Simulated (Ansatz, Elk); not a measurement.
# RbTi2: X-ray structure factors from the self-consistent density

The structure of RbTi2 used here is made up (a known structure type with other elements) and was relaxed beforehand with r2SCAN. The aim is the Fourier transform of its all-electron density, F(hkl), set beside the sum over free spherical atoms that refinements use.

Calculated with Elk 11.2.3 (patched build); DFT, PBE, all-electron APW+lo, Dirac cores, scalar-relativistic bands, static density, no spin.

The structure was built from a prototype and need not be the compound's stable phase.

## Step 1: Starting point

The structure is tetragonal, space group P4/mmm (No. 123). The conventional cell has a = 3.592 Å, b = 3.592 Å, c = 7.192 Å, α = 90.00°, β = 90.00°, γ = 90.00°. Nearest to Rb lie 4 Rb at 3.59 Å and 8 Ti at 4.02 Å. Nearest to Ti lie 8 Ti at 2.54 to 3.59 Å and 4 Rb at 4.02 Å. Farther neighbours are not listed.

## Step 2: Ground state and structure factors

An all-electron density is needed, since X-rays see the cores too. Task 0 finds the density and task 195 Fourier-transforms it; tshift is off so that phases refer to the origin typed.

elk.in

```
tasks
  0
  195

xctype
  20

spinpol
  .false.

rgkmax
  7.0

gmaxvr
  14.0

lmaxo
  7

lmaxapw
  8

swidth
  0.002

tshift
  .false.

ramdisk
  .false.

hmaxvr
  5.5

maxscl
  120

epspot
  1e-06

sppath
  './'

avec
  6.78844073742 0.00000000000 0.00000000000
  0.00000000000 6.78844073742 0.00000000000
  0.00000000000 0.00000000000 13.59167576291

atoms
  2
  'Rb.in'
  1
  -0.0000000000 -0.0000000000 0.0000000000   0.000000 0.000000 0.000000
  'Ti.in'
  2
  0.0000000000 0.5000000000 0.5000000000   0.000000 0.000000 0.000000
  0.5000000000 0.0000000000 0.5000000000   0.000000 0.000000 0.000000

ngridk
  6 6 3
```

On the command line:

```console
> OMP_NUM_THREADS=4 elk
```

Numbers of over 12 decimals in the logs are rounded to 6 here.

The program printed:

```text
┌─────────────────────────┐
│ Elk code version 11.2.3 │
└─────────────────────────┘

All units are atomic (Hartree, Bohr, etc.)

┌─────────────────────────────────────────────────┐
│ Ground-state run starting from atomic densities │
└─────────────────────────────────────────────────┘

Lattice vectors :
   6.788440737       0.000000000       0.000000000
   0.000000000       6.788440737       0.000000000
   0.000000000       0.000000000       13.59167576

Reciprocal lattice vectors :
  0.9255712100       0.000000000       0.000000000
   0.000000000      0.9255712100       0.000000000
   0.000000000       0.000000000      0.4622818714

Unit cell volume      :    626.3442108
Brillouin zone volume :   0.3960285881

Muffin-tin inner radius fraction :   0.1000000000E-01

Nuclei treated as point charges

Species : 1 (Rb)
 parameters loaded from : Rb.in
 name : rubidium
 nuclear charge    :   -37.00000000
 electronic charge :    37.00000000
 atomic mass :    155798.2686
 muffin-tin radius :    2.600000000
 number of radial points in muffin-tin :   1193
 inner part over the whole radius :   0.9947532429E-02
 number on inner part of muffin-tin    :    847
 approximate nuclear radius :   0.7999050501E-04
 number of mesh points to nuclear radius :    413
 atomic positions (lattice), magnetic fields (Cartesian) :
  1 :   0.00000000  0.00000000  0.00000000    0.00000000  0.00000000  0.00000000

Species : 2 (Ti)
 parameters loaded from : Ti.in
 name : titanium
 nuclear charge    :   -22.00000000
 electronic charge :    22.00000000
 atomic mass :    87256.20317
 muffin-tin radius :    2.375076240
 number of radial points in muffin-tin :    993
 inner part over the whole radius :   0.9861043568E-02
 number on inner part of muffin-tin    :    698
 approximate nuclear radius :   0.6805665174E-04
 number of mesh points to nuclear radius :    325
 atomic positions (lattice), magnetic fields (Cartesian) :
  1 :   0.00000000  0.50000000  0.50000000    0.00000000  0.00000000  0.00000000
  2 :   0.50000000  0.00000000  0.50000000    0.00000000  0.00000000  0.00000000

Total number of atoms per unit cell :    3
Total muffin-tin volume :    185.8631101
 ratio of muffin-tin to unit cell volume :   0.2967427605

Spin treatment :
 spin-unpolarised

Number of Bravais lattice symmetries :   16
Number of crystal symmetries         :   16
Crystal has inversion symmetry
Real symmetric eigensolver will be used

k-point grid :      6     6     3
k-point offset :    0.000000000       0.000000000       0.000000000
k-point set is reduced with full crystal symmetry group
Total number of k-points :       20

Muffin-tin radius times maximum |G+k| :    7.000000000
 using average radius
Maximum |G+k| for APW functions       :    2.857083586
Maximum (1/2)|G+k|²                   :    4.081463308
Maximum |G| for potential and density :    14.00000000
Constant for pseudocharge density :    9
 order of it for each species :   16  16
 order of it for pair densities of each species (exact exchange by exxq0 0: 17) :   11   9
Radial integration step length :    1

G-vector grid sizes :     32    32    63
Number of G-vectors :    28953

Maximum angular momentum used for
 APW functions            :    8
 outer part of muffin-tin :    7
 inner part of muffin-tin :    2

Total nuclear charge    :   -81.00000000
Total core charge       :    48.00000000
Total valence charge    :    33.00000000
Total excess charge     :    0.000000000
Total electronic charge :    81.00000000

Effective Wigner radius, rₛ :    1.226722920

Number of empty states         :     12
Total number of valence states :     29
Total number of core states    :     48

Third-order local-orbitals added for an l without core states : T
Total number of local-orbitals :     44

Exchange-correlation functional :     20     0     0
 Perdew-Burke-Ernzerhof, Phys. Rev. Lett. 77, 3865 (1996)
 gradient requirement :    1
 generalised gradient approximation (GGA)

Smearing type :    3
 Fermi-Dirac
Smearing width :   0.2000000000E-02
[...]
Madelung                    :     -5646.8152337017
 xc potential                :     -251.70371834468
 exchange                    :     -181.86466018136
 correlation                 :     -3.720415
 electron entropic           :    -0.19919968111825E-02
 total energy                :     -4689.6946501776

Density of states at Fermi energy :    152.0814352
 (states/Hartree/unit cell)

Estimated indirect band gap :   0.9278043788E-03
 from k-point 5 to k-point 13
Estimated direct band gap   :   0.3635432644E-02
 at k-point 13

Charges :
 core                        :    48.00000000
 valence                     :    33.00000000
 interstitial                :    4.267217592
 muffin-tins (core leakage)
  species : 1 (Rb)
   atom 1                    :    35.24500776     (  0.9379152679E-04)
  species : 2 (Ti)
   atom 1                    :    20.74388733     ( -0.2196210449E-06)
   atom 2                    :    20.74388733     ( -0.2196210449E-06)
 total in muffin-tins        :    76.73278241
 total calculated charge     :    81.00012017
 total charge                :    81.00000000
 error                       :   0.1201685980E-03

RMS change in Kohn-Sham potential (target) :   0.3411355367     (  0.1000000000E-05)
Absolute change in total energy (target)   :   0.1655245757E-01 (  0.1000000000E-03)

[... loops 3 to 16 left out ...]

┌──────────────────┐
│ Loop number : 17 │
└──────────────────┘

Energies :
 Fermi                       :     0.149241
 sum of occupied eigenvalues :     -2751.9027727001
 electron kinetic            :      4790.0312436610
 core electron kinetic       :      4615.0028800995
 Coulomb                     :     -9293.7918428460
 Coulomb potential           :     -7301.2721179781
 nuclear-nuclear             :     -527.74101140477
 electron-nuclear            :     -10241.779625561
 Hartree                     :      1475.7287941197
 Madelung                    :     -5643.1557838569
 xc potential                :     -240.66189838298
 exchange                    :     -181.51771035353
 correlation                 :     -3.718409
 electron entropic           :    -0.20080829848863E-02
 total energy                :     -4688.9987266661

Density of states at Fermi energy :    162.4122669
 (states/Hartree/unit cell)

Estimated indirect band gap :   0.2687813189E-03
 from k-point 15 to k-point 8
Estimated direct band gap   :   0.2894332895E-02
 at k-point 8

Charges :
 core                        :    48.00000000
 valence                     :    33.00000000
 interstitial                :    4.878824381
 muffin-tins (core leakage)
  species : 1 (Rb)
[...]
species : 2 (Ti)
[...]
total in muffin-tins        :    76.12117562
 total calculated charge     :    80.99998579
 total charge                :    81.00000000
 error                       :   0.1420815451E-04

RMS change in Kohn-Sham potential (target) :   0.3813813847E-06 (  0.1000000000E-05)
Absolute change in total energy (target)   :   0.2641774518E-04 (  0.1000000000E-03)

Convergence targets achieved

┌──────────────────┐
│ Loop number : 18 │
└──────────────────┘

Energies :
 Fermi                       :     0.149241
 sum of occupied eigenvalues :     -2751.9027775200
 electron kinetic            :      4790.0312437298
 core electron kinetic       :      4615.0028787405
 Coulomb                     :     -9293.7918439357
 Coulomb potential           :     -7301.2721157798
 nuclear-nuclear             :     -527.74101140477
 electron-nuclear            :     -10241.779629892
 Hartree                     :      1475.7287973610
 Madelung                    :     -5643.1557860457
 xc potential                :     -240.66190546999
 exchange                    :     -181.51771052203
 correlation                 :     -3.718409
 electron entropic           :    -0.20080822399645E-02
 total energy                :     -4688.9987278556

Density of states at Fermi energy :    162.4121731
 (states/Hartree/unit cell)

Estimated indirect band gap :   0.2687756088E-03
 from k-point 15 to k-point 8
Estimated direct band gap   :   0.2894353354E-02
 at k-point 8

Charges :
 core                        :    48.00000000
 valence                     :    33.00000000
 interstitial                :    4.878824187
 muffin-tins (core leakage)
  species : 1 (Rb)
   atom 1                    :    35.41245197     (  0.9297783674E-04)
  species : 2 (Ti)
   atom 1                    :    20.35436192     ( -0.2196322111E-06)
   atom 2                    :    20.35436192     ( -0.2196322111E-06)
 total in muffin-tins        :    76.12117581
 total calculated charge     :    80.99998579
 total charge                :    81.00000000
 error                       :   0.1420778631E-04

┌──────────────────────────────┐
│ Self-consistent loop stopped │
└──────────────────────────────┘

Wrote STATE.OUT
```

It took 8.3 s on 4 threads of AMD EPYC 9R45 (Zen 5), shared host; peak memory 0.16 GiB; 19 s of CPU time.

SFACRHO.OUT:

```text

h k l indices transformed by vhmat matrix:
   1.000000000       0.000000000       0.000000000    
   0.000000000       1.000000000       0.000000000    
   0.000000000       0.000000000       1.000000000    

      h      k      l  multipl.   |H|            Re(F)            Im(F)           |F|

      0      0      0      1   0.0000000       81.000000     -0.64029697E-16   81.000000    
      0      0      1      2  0.46228187      -6.3754041      0.46831727E-14   6.3754041    
      0      0     -2      2  0.92456374       68.372287      0.90751563E-14   68.372287    
      0     -1      0      4  0.92557121       32.167536     -0.98853028E-14   32.167536    
      0     -1     -1      8   1.0345949       31.419923      0.16895072E-13   31.419923    
      0      1      2      8   1.3082432       29.570433      0.22100351E-14   29.570433    
     -1      1      0      4   1.3089554      -2.1876780     -0.17350034E-16   2.1876780    
      0      0      3      2   1.3868456      -2.7732231      0.11941384E-13   2.7732231    
      1      1     -1      8   1.3881890       60.132340     -0.10814232E-13   60.132340    
      1     -1      2      8   1.6025549      -1.9912031      0.82557050E-15   1.9912031    
      0      1     -3      8   1.6673400       27.146894     -0.14554446E-13   27.146894    
      0      0     -4      2   1.8491275       53.760826      0.13574641E-13   53.760826    
      0      2      0      4   1.8511424       53.266464     -0.15601281E-13   53.266464    
      1     -1      3      8   1.9070147       52.819395      0.19241323E-14   52.819395    
     -2      0      1      8   1.9079918      -1.2164802     -0.11917562E-13   1.2164802    
     -1      0      4      8   2.0678381       24.772967     -0.14848341E-14   24.772967    
      0      2     -2      8   2.0691898       50.469517     -0.56022256E-14   50.469517    
      1     -2      0      8   2.0696401       24.747380      0.22002378E-13   24.747380
```

Elk indexes on the primitive cell of elk.in and gives |H| = 4π sin θ/λ in inverse bohr. Below, one row stands for each form hkl of the conventional cell (m members, Friedel mates merged), F is for one primitive cell and the density is static (no thermal factor). Free-atom factors are Waasmaier and Kirfel's, and R is Σm||F|−|F'||/Σm|F|.

| hkl | m | sin θ/λ (Å⁻¹) | abs F, DFT | neutral atoms | diff. |
| --- | --- | --- | --- | --- | --- |
| 001 | 2 | 0.070 | 6.375 | 5.869 | +0.506 |
| 002 | 2 | 0.139 | 68.372 | 68.196 | +0.176 |
| 100 | 4 | 0.139 | 32.167 | 32.176 | -0.008 |
| 101 | 8 | 0.156 | 31.420 | 31.426 | -0.006 |
| 102 | 8 | 0.197 | 29.570 | 29.517 | +0.053 |
| 110 | 4 | 0.197 | 2.188 | 2.772 | -0.585 |
| 003 | 2 | 0.209 | 2.773 | 2.598 | +0.175 |
| 111 | 8 | 0.209 | 60.132 | 60.526 | -0.393 |
| 112 | 8 | 0.241 | 1.991 | 2.124 | -0.133 |
| 103 | 8 | 0.251 | 27.147 | 27.116 | +0.031 |
| 004 | 2 | 0.278 | 53.761 | 53.569 | +0.192 |
| 200 | 4 | 0.278 | 53.267 | 53.540 | -0.274 |
| 113 | 8 | 0.287 | 52.819 | 52.758 | +0.062 |
| 201 | 8 | 0.287 | 1.216 | 1.437 | -0.220 |
| 104 | 8 | 0.311 | 24.773 | 24.759 | +0.014 |
| 202 | 8 | 0.311 | 50.469 | 50.568 | -0.098 |
| 210 | 8 | 0.311 | 24.747 | 24.750 | -0.002 |
| 211 | 16 | 0.319 | 24.476 | 24.477 | -0.002 |
| 114 | 8 | 0.341 | 0.697 | 0.611 | +0.086 |
| 212 | 16 | 0.341 | 23.721 | 23.730 | -0.009 |
| 005 | 2 | 0.348 | 0.581 | 0.507 | +0.074 |
| 203 | 8 | 0.348 | 0.503 | 0.503 | +0.000 |

## Step 3: The highest occupied states alone

An energy window below the Fermi level keeps the highest occupied states, to see at which angles they scatter; shallow core shells can lie inside it and anion s states outside. No new self-consistency is needed.

elk.in: that of step 2 with these lines changed.

```diff
@@ -1,3 +1,2 @@
 tasks
-  0
   195
@@ -40,2 +39,5 @@
 
+wsfac
+  -0.218250 0.449240
+
 sppath
```

On the command line:

```console
> OMP_NUM_THREADS=4 elk
```

The program printed:

```text
┌─────────────────────────────────┐
│ Elk code version 11.2.3 started │
└─────────────────────────────────┘

Info(readinput): the functional depends on the density's gradient
 muffin-tin radial points multiplied by    2.00000
 (not where nrmtscf is given)

┌────────────────────┐
│ Current task : 195 │
└────────────────────┘
Info(checkmt): changed muffin-tin radius of species 2 (Ti) from   2.4000 to   2.3751

Info(sfacrho): density structure factors written to SFACRHO.OUT

 Energy window :  -0.2182500000      0.4492400000

┌──────────────────┐
│ Elk code stopped │
└──────────────────┘
```

It took 3.4 s on 4 threads; peak memory 0.17 GiB.

States within 10 eV below the Fermi level hold 9.00 electrons; any levels below the window count with the cores. Their amplitudes can exceed the total, where window and core parts have opposite phase:

| hkl | sin θ/λ (Å⁻¹) | abs F, window | abs F, all |
| --- | --- | --- | --- |
| 001 | 0.070 | 6.098 | 6.375 |
| 002 | 0.139 | 3.202 | 68.372 |
| 100 | 0.139 | 0.004 | 32.167 |
| 101 | 0.156 | 0.002 | 31.420 |
| 102 | 0.197 | 0.064 | 29.570 |
| 110 | 0.197 | 1.272 | 2.188 |
| 003 | 0.209 | 1.906 | 2.773 |
| 111 | 0.209 | 1.370 | 60.132 |
| 112 | 0.241 | 1.226 | 1.991 |
| 103 | 0.251 | 0.043 | 27.147 |

(Continued in part 2 of 2.)

[Logs are printed without paths, hosts, clocks, repeated set-up lines and the standing remarks that a program may print on its own settings, such as how far it seeks lower states.]

[Hosts, paths, dates, database ids (printed as entryN), source tags and the programs' standing remarks are cut or masked in the printed files.]
